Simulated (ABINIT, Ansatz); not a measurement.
**CsCaH3 (Pm-3m): Raman and infrared activity**

Aim: Raman and infrared lines of CsCaH3 (Pm-3m).

Program: ABINIT 10.8.3. Level of theory: DFT LDA, scalar-relativistic, plane waves, PseudoDojo norm-conserving pseudopotentials. Results are calculated unless marked as measured.

Most raw output is cut from this account.

## (1) The structure

The structure is cubic, space group Pm-3m (No. 221). The conventional cell has a = 4.467 Å, b = 4.467 Å, c = 4.467 Å, α = 90.00°, β = 90.00°, γ = 90.00°. Nearest to Cs lie 12 H at 3.16 Å. Nearest to Ca lie 6 H at 2.23 Å. H has 2 Ca at 2.23 Å and 8 H at 3.16 Å and 4 Cs at 3.16 Å nearest. Farther neighbours are not listed.

## (2) Relaxing the cell and atoms

The harmonic expansion needs vanishing forces, and a free crystal bears no stress, so cell and atoms are brought to rest. Stress is more sensitive to the basis than forces are: the last 3 Ha under the cutoff are smoothed with ecutsm, and the cutoff is raised above that of the later runs.

The starting cell comes from a relaxation made beforehand in Ansatz (LDA, PseudoDojo NC).

The input, relax.abi:

```
# relaxation
ionmov 2
optcell 2
dilatmx 1.08
ntime 40
tolmxf 1.0d-05
tolvrs 1.0d-14
prtwf 0
prtden 0
chksymtnons 0

# basis, mesh and filling
ecut 39.0
ecutsm 3.0
ngkpt 6 6 6
nshiftk 1
shiftk 0.0 0.0 0.0
istwfk *1
occopt 1
nband 11
nstep 100
diemac 9.0
prtebands 0
prtgsr 0

# cell and atoms
acell 3*1.0 Angstrom
rprim 
    4.467094694 0.0 0.0
    0.0 4.467094694 0.0
    0.0 0.0 4.467094694
ntypat 3
znucl 55 20 1
natom 5
typat 1 2 3 3 3
xred 
    0.0 0.0 0.0
    0.5 0.5 0.5
    0.5 0.0 0.5
    0.0 0.5 0.5
    0.5 0.5 0.0
pp_dirpath "./pseudo"
pseudos "Cs.upf, Ca.upf, H.upf"
```

On the command line:

```sh
OMP_NUM_THREADS=1 mpirun -n 4 abinit relax.abi > relax.log
```

Run time: 48 s. Hardware: 4 MPI ranks of Arm Neoverse V2, shared host; 3.2 min of CPU time.

Little changed from the start: no atom moved by 0.005 Å and no cell edge by 0.1 %.

Numbers from this step:

* volume per atom: 17.83 Å³
* pressure: -5.29e-7 GPa

## (3) Self-consistent run for the response

First-order wavefunctions inherit every error of the ground state, hence the very tight tolvrs. The mesh is shifted off Γ, since shifted meshes converge sums over the zone faster.

The input, gs.abi:

```
# ground state
tolvrs 1.0d-16
prtden 1
prtwf 1

# basis, mesh and filling
ecut 31.0
ngkpt 6 6 6
nshiftk 1
shiftk 0.5 0.5 0.5
istwfk *1
occopt 1
nband 11
nstep 100
diemac 9.0
prtebands 0
prtgsr 0

# cell and atoms
acell 3*1.0 Angstrom
rprim 
    4.466912141 0.0 0.0
    0.0 4.466912141 0.0
    0.0 0.0 4.466912141
ntypat 3
znucl 55 20 1
natom 5
typat 1 2 3 3 3
xred 
    0.0 0.0 0.0
    0.5 0.5 0.5
    0.5 0.0 0.5
    0.0 0.5 0.5
    0.5 0.5 0.0
pp_dirpath "./pseudo"
pseudos "Cs.upf, Ca.upf, H.upf"
```

On the command line:

```sh
OMP_NUM_THREADS=1 mpirun -n 4 abinit gs.abi > gs.log
```

Elapsed: 10 s, on 4 MPI ranks.

Numbers from this step:

| Property | Result |
| --- | --- |
| pressure | -0.09592 GPa |

The cell stands at -0.096 GPa, close enough for phonons.

## (4) Empty bands

Empty bands on the ground state's density check that the gap assumed so far is there in this cell.

The input, gap.abi:

```
# empty bands on the ground state's density
iscf -2
getden_filepath "gso_DEN"
tolwfr 1.0d-12
nbdbuf 2
prtwf 0

# basis, mesh and filling
ecut 31.0
ngkpt 6 6 6
nshiftk 1
shiftk 0.0 0.0 0.0
istwfk *1
occopt 1
nband 15
nstep 100
diemac 9.0
prtebands 0
prtgsr 0

# cell and atoms
acell 3*1.0 Angstrom
rprim 
    4.466912141 0.0 0.0
    0.0 4.466912141 0.0
    0.0 0.0 4.466912141
ntypat 3
znucl 55 20 1
natom 5
typat 1 2 3 3 3
xred 
    0.0 0.0 0.0
    0.5 0.5 0.5
    0.5 0.0 0.5
    0.0 0.5 0.5
    0.5 0.5 0.0
pp_dirpath "./pseudo"
pseudos "Cs.upf, Ca.upf, H.upf"
```

On the command line:

```sh
OMP_NUM_THREADS=1 mpirun -n 4 abinit gap.abi > gap.log
```

Run time: 18 s. Hardware: 4 MPI ranks; 70 s of CPU time.

Numbers from this step:

```yaml
gap_on_the_k_mesh: 2.667 eV
```

In this cell the gap on the mesh is 2.7 eV, direct, so fixed occupations hold.

## (5) Zone-centre response

The derivative of the wavefunctions by k comes first, since the response to a field is built on it; then the field and the displacements that symmetry doesn't supply are solved at q = 0. By the 2n+1 theorem the first-order wavefunctions also give third derivatives: Raman tensors and the non-linear susceptibility.

It reads the wavefunctions written in step 3.

The input, dfpt_gamma.abi:

```
ndtset 3

# common to the responses
getwfk_filepath "gso_WFK"
kptopt 2
nqpt 1
qpt 0.0 0.0 0.0
asr 0
chneut 0

# d/dk
rfelfd1 2
rfdir1 1 1 1
iscf1 -3
tolwfr1 1.0d-20

# displacements, field
rfphon2 1
rfatpol2 1 5
rfdir2 1 1 1
rfelfd2 3
getddk2 1
tolvrs2 1.0d-10
prepanl2 1
prtden2 1

# third order
optdriver3 5
getden_filepath3 "gso_DEN"
get1den3 2
get1wf3 2
getddk3 1
d3e_pert1_elfd3 1
d3e_pert1_phon3 1
d3e_pert1_atpol3 1 5
d3e_pert1_dir3 1 1 1
d3e_pert2_elfd3 1
d3e_pert2_dir3 1 1 1
d3e_pert3_elfd3 1
d3e_pert3_dir3 1 1 1
usepead3 1
tolvrs3 1.0d-10

# basis, mesh and filling
ecut 31.0
ngkpt 6 6 6
nshiftk 1
shiftk 0.5 0.5 0.5
istwfk *1
occopt 1
nband 11
nstep 100
diemac 9.0
prtebands 0
prtgsr 0

# cell and atoms
acell 3*1.0 Angstrom
rprim 
    4.466912141 0.0 0.0
    0.0 4.466912141 0.0
    0.0 0.0 4.466912141
ntypat 3
znucl 55 20 1
natom 5
typat 1 2 3 3 3
xred 
    0.0 0.0 0.0
    0.5 0.5 0.5
    0.5 0.0 0.5
    0.0 0.5 0.5
    0.5 0.5 0.0
pp_dirpath "./pseudo"
pseudos "Cs.upf, Ca.upf, H.upf"
```

On the command line:

```sh
OMP_NUM_THREADS=1 mpirun -n 4 abinit dfpt_gamma.abi > dfpt_gamma.log
```

Run time: 9.9 min. Hardware: 4 MPI ranks.

This step gave:

| Property | Result |
| --- | --- |
| miss of the charge sum rule | 3.15e-4 e |
| largest acoustic frequency at the zone centre before the sum rule | -0.59 cm⁻¹ |
| highest optical zone-centre mode (no LO-TO term) | 1110 cm⁻¹ |
| lowest optical zone-centre mode | 117.4 cm⁻¹ |
| mean high-frequency dielectric constant | 3.841 |
| largest Born charge in size (third of the trace) | 1.925 e |

Born charge (rows field, columns displacement), before the sum rule (e), principal values of the symmetric part by kind of site:

| atom | atoms with these values | low | middle | high | mean |
| --- | --- | --- | --- | --- | --- |
| Cs1 | 1 | 1.09 | 1.09 | 1.09 | 1.09 |
| Ca2 | 1 | 1.93 | 1.93 | 1.93 | 1.93 |
| H3 | 3 | -1.10 | -0.96 | -0.96 | -1.01 |

In full for H3:

```
-0.96  0.00  0.00
 0.00 -1.10  0.00
 0.00  0.00 -0.96
```

High-frequency dielectric tensor:

```
3.84 0.00 0.00
0.00 3.84 0.00
0.00 0.00 3.84
```

The acoustic modes at Γ come out as far as 0.6 cm⁻¹ from zero, where they should vanish, a small numerical error; the Born charges miss their sum rule by 3.2e-4 e, which is good.

## (6) Zone-centre analysis

anaddb reads the merged derivatives, imposes the acoustic sum rule and charge neutrality, and adds the LO-TO term along chosen directions.

The input, anaddb.abi:

```
ddb_filepath "gamma_DDB"
output_file "anaddb.abo"
outdata_prefix "anaddb"
asr 1
chneut 1
enunit 2
eivec 1
nph1l 1
qph1l 0.0 0.0 0.0 1.0
dieflag 1
nph2l 3
qph2l 
    1.0 0.0 0.0 0.0
    0.0 0.0 1.0 0.0
    1.0 1.0 1.0 0.0
nlflag 1
ramansr 1
alphon 1
prtmbm 1
```

The input, mrgddb.in:

```
gamma_DDB
merged
3
dfpt_gammao_DS2_DDB
dfpt_gammao_DS3_DDB
gso_DDB
```

On the command line:

```sh
mrgddb < mrgddb.in > mrgddb.log
OMP_NUM_THREADS=1 anaddb anaddb.abi > anaddb.log
```

The job ended after 1.2 s (1 thread).

Read from the output:

```
mean static dielectric constant      : 9.793
highest mode moved by the LO-TO term : 1196 cm⁻¹
```

No LO-TO term; unit eigenvectors of the mass-weighted matrix, from anaddb's displacements. Modes at Γ, with each element's share of the kinetic energy:

| mode | frequency (cm⁻¹) | symmetry | Cs % | Ca % | H % |
| --- | --- | --- | --- | --- | --- |
| 1 | 0.0 | acoustic | 76 | 23 | 2 |
| 2 | 0.0 | acoustic | 76 | 23 | 2 |
| 3 | 0.0 | acoustic | 76 | 23 | 2 |
| 4 | 117.4 | T1u | 24 | 73 | 2 |
| 5 | 117.4 | T1u | 24 | 73 | 2 |
| 6 | 117.4 | T1u | 24 | 73 | 2 |
| 7 | 434.1 | T2u | 0 | 0 | 100 |
| 8 | 434.1 | T2u | 0 | 0 | 100 |
| 9 | 434.1 | T2u | 0 | 0 | 100 |
| 10 | 462.4 | T1u | 0 | 2 | 98 |
| 11 | 462.4 | T1u | 0 | 2 | 98 |
| 12 | 462.4 | T1u | 0 | 2 | 98 |
| 13 | 1110.3 | T1u | 0 | 2 | 98 |
| 14 | 1110.3 | T1u | 0 | 2 | 98 |
| 15 | 1110.3 | T1u | 0 | 2 | 98 |

Displacements in mode 4 (117.4 cm⁻¹), the largest set to 1:
```
Cs1  0.00  0.00  0.32
Ca2  0.00  0.00 -1.00
H3   0.00  0.00 -0.53
H4   0.00  0.00 -0.53
H5   0.00  0.00 -0.87
```

Displacements in mode 7 (434.1 cm⁻¹), the largest set to 1:
```
Cs1  0.00  0.00  0.00
Ca2  0.00  0.00  0.00
H3   0.00  0.00  1.00
H4   0.00  0.00 -1.00
H5   0.00  0.00  0.00
```

Trace of the oscillator strength, degenerate modes summed. Lines of the infrared spectrum (strongest = 100):

| position (cm⁻¹) | lines merged | IR intensity, relative |
| --- | --- | --- |
| 117 | 3 | 0.1 |
| 434 | 3 | 0.0 |
| 462 | 3 | 100 |
| 1110 | 3 | 50 |

Static dielectric tensor (ions relaxed, fixed cell):

```
9.79 0.00 0.00
0.00 9.79 0.00
0.00 0.00 9.79
```

The rule moves no optical mode by more than 0.1 cm⁻¹.

## (7) A second program

The same cell, potentials and cutoff go through another code, on another k mesh. Its k mesh is centred on Γ.

This step: DFT LDA, scalar-relativistic, plane waves, PseudoDojo norm-conserving pseudopotentials (Ansatz 0.2.0).

The input, input.yaml:

```yaml
crystal:
  lattice:
    - [4.4669121406, 0.0, 0.0]
    - [0.0, 4.4669121406, 0.0]
    - [0.0, 0.0, 4.4669121406]
  atoms:
    - { symbol: Cs, position: [0.0, 0.0, 0.0] }
    - { symbol: Ca, position: [0.5, 0.5, 0.5] }
    - { symbol: H, position: [0.5, 0.0, 0.5] }
    - { symbol: H, position: [0.0, 0.5, 0.5] }
    - { symbol: H, position: [0.5, 0.5, 0.0] }
kpoints:
  mp_grid: { grid: [6, 6, 6] }
hamiltonian:
  xc: lda
  pseudopotentials: { kind: nc, accuracy: standard }
scf:
  occupations: { method: fixed }
output:
  eigenvalues: true
basis:
  ecutwfc: 843.553
phonons:
  method: dfpt
  dielectric: true
  rigid_motions: translations
  raman: true
```

On the command line:

```sh
ansatz run input.yaml --threads 4 --pin off --max-ram 8192MiB --backend cpu --events-out ev --progress --plain --runs-dir out
```

It took 1.7 min on 4 threads; peak memory 1.6 GiB; 6.7 min of CPU time.

This step gave:

| Quantity | Value |
| --- | --- |
| sum-rule residual before enforcement | 1.16e-4 eV/Å² |
| miss of the charge sum rule | 3.33e-4 e |
| estimated error of the dielectric tensor | 0.009352 |
| estimated error of the Born charges | 0.01135 e |
| mean high-frequency dielectric constant | 3.842 |
| largest Born charge in size (third of the trace) | 1.926 e |
| mean static dielectric constant | 9.801 |

Transverse modes. Infrared lines, with heights relative to the strongest:

| position (cm⁻¹) | label | IR intensity ((D/Å)²/amu), degenerate modes summed, relative |
| --- | --- | --- |
| 117 | T1u | 0.1 |
| 434 | T2u | 0.0 |
| 462 | T1u | 100 |
| 1110 | T1u | 50 |

## (8) Side by side: ABINIT PseudoDojo and Ansatz, PseudoDojo

Worked out from the results:

| Item | Value |
| --- | --- |
| root-mean-square difference | 0.09 cm⁻¹ |
| largest difference | 0.12 cm⁻¹ |

The 12 of 12 modes that differ most. Frequencies side by side:

| q (reciprocal lattice) | mode | ABINIT PseudoDojo (cm⁻¹) | Ansatz, PseudoDojo (cm⁻¹) |
| --- | --- | --- | --- |
| 0 0 0 | 4 | 117.4 | 117.4 |
| 0 0 0 | 5 | 117.4 | 117.4 |
| 0 0 0 | 6 | 117.4 | 117.4 |
| 0 0 0 | 7 | 434.1 | 434 |
| 0 0 0 | 8 | 434.1 | 434 |
| 0 0 0 | 9 | 434.1 | 434 |
| 0 0 0 | 10 | 462.4 | 462.3 |
| 0 0 0 | 11 | 462.4 | 462.3 |
| 0 0 0 | 12 | 462.4 | 462.3 |
| 0 0 0 | 13 | 1110 | 1110 |
| 0 0 0 | 14 | 1110 | 1110 |
| 0 0 0 | 15 | 1110 | 1110 |

The two runs side by side. Further quantities:

| quantity | ABINIT PseudoDojo | Ansatz, PseudoDojo |
| --- | --- | --- |
| mean ε∞ | 3.841 | 3.842 |
| largest Born charge in size (e; the first before, the second after the charge sum rule) | 1.925 | 1.926 |
| summed IR intensity ((D/Å)²/amu) | 216.2 | 216.4 |
| summed Raman activity (Å⁴/amu) | 0 | 0 |

At the zone centre the largest difference (acoustic modes at Γ apart) is 0.01 % of the highest mode.

## (9) Outcome

```
space group after relaxation                                           : Pm-3m
volume per atom                                                        : 17.8 Å³
highest optical zone-centre mode (no LO-TO term)                       : 1110 cm⁻¹
lowest optical zone-centre mode                                        : 117.4 cm⁻¹
highest mode moved by the LO-TO term                                   : 1196 cm⁻¹
mean high-frequency dielectric constant                                : 3.84
largest Born charge in size (third of the trace)                       : 1.93 e
mean static dielectric constant                                        : 9.79
imaginary optical modes at the zone centre (no q mesh in this session) : none
largest difference from Ansatz, PseudoDojo                             : 0.12 cm⁻¹
```

What this shows: No mode is Raman active in this structure; the strongest infrared line lies at 462 cm⁻¹. At the LDA level the optical modes of CsCaH3 (Pm-3m) at the zone centre (no LO-TO term) run from 117 to 1110 cm⁻¹. Along the directions run, the highest mode that the macroscopic field moves lies at 1196 cm⁻¹. Lattice motion raises the mean dielectric constant from 3.841 to 9.793. ABINIT PseudoDojo and Ansatz, PseudoDojo agree to 0.12 cm⁻¹ (0.01 % of the highest mode compared) on all solved modes but the acoustic ones at Γ, without the LO-TO term. These are harmonic frequencies at zero temperature: anharmonic shifts and linewidths and thermal expansion are left out. Spin-orbit coupling is left out, which can matter for the heavy elements here. Ansatz warns that the cutoff lies 16 % under the one recommended for these files; agreement at one cutoff is not convergence. The structure comes from a database by way of an earlier relaxation and need not be the phase that is stable at ambient conditions.

[Host names and launcher messages were left out of these logs when they were recorded.]

[Logs are printed without paths, hosts, clocks, repeated set-up lines and the standing remarks that a program may print on its own settings, such as how far it seeks lower states.]

[Hosts, paths, dates, database ids (printed as entryN), source tags and the programs' standing remarks are cut or masked in the printed files.]
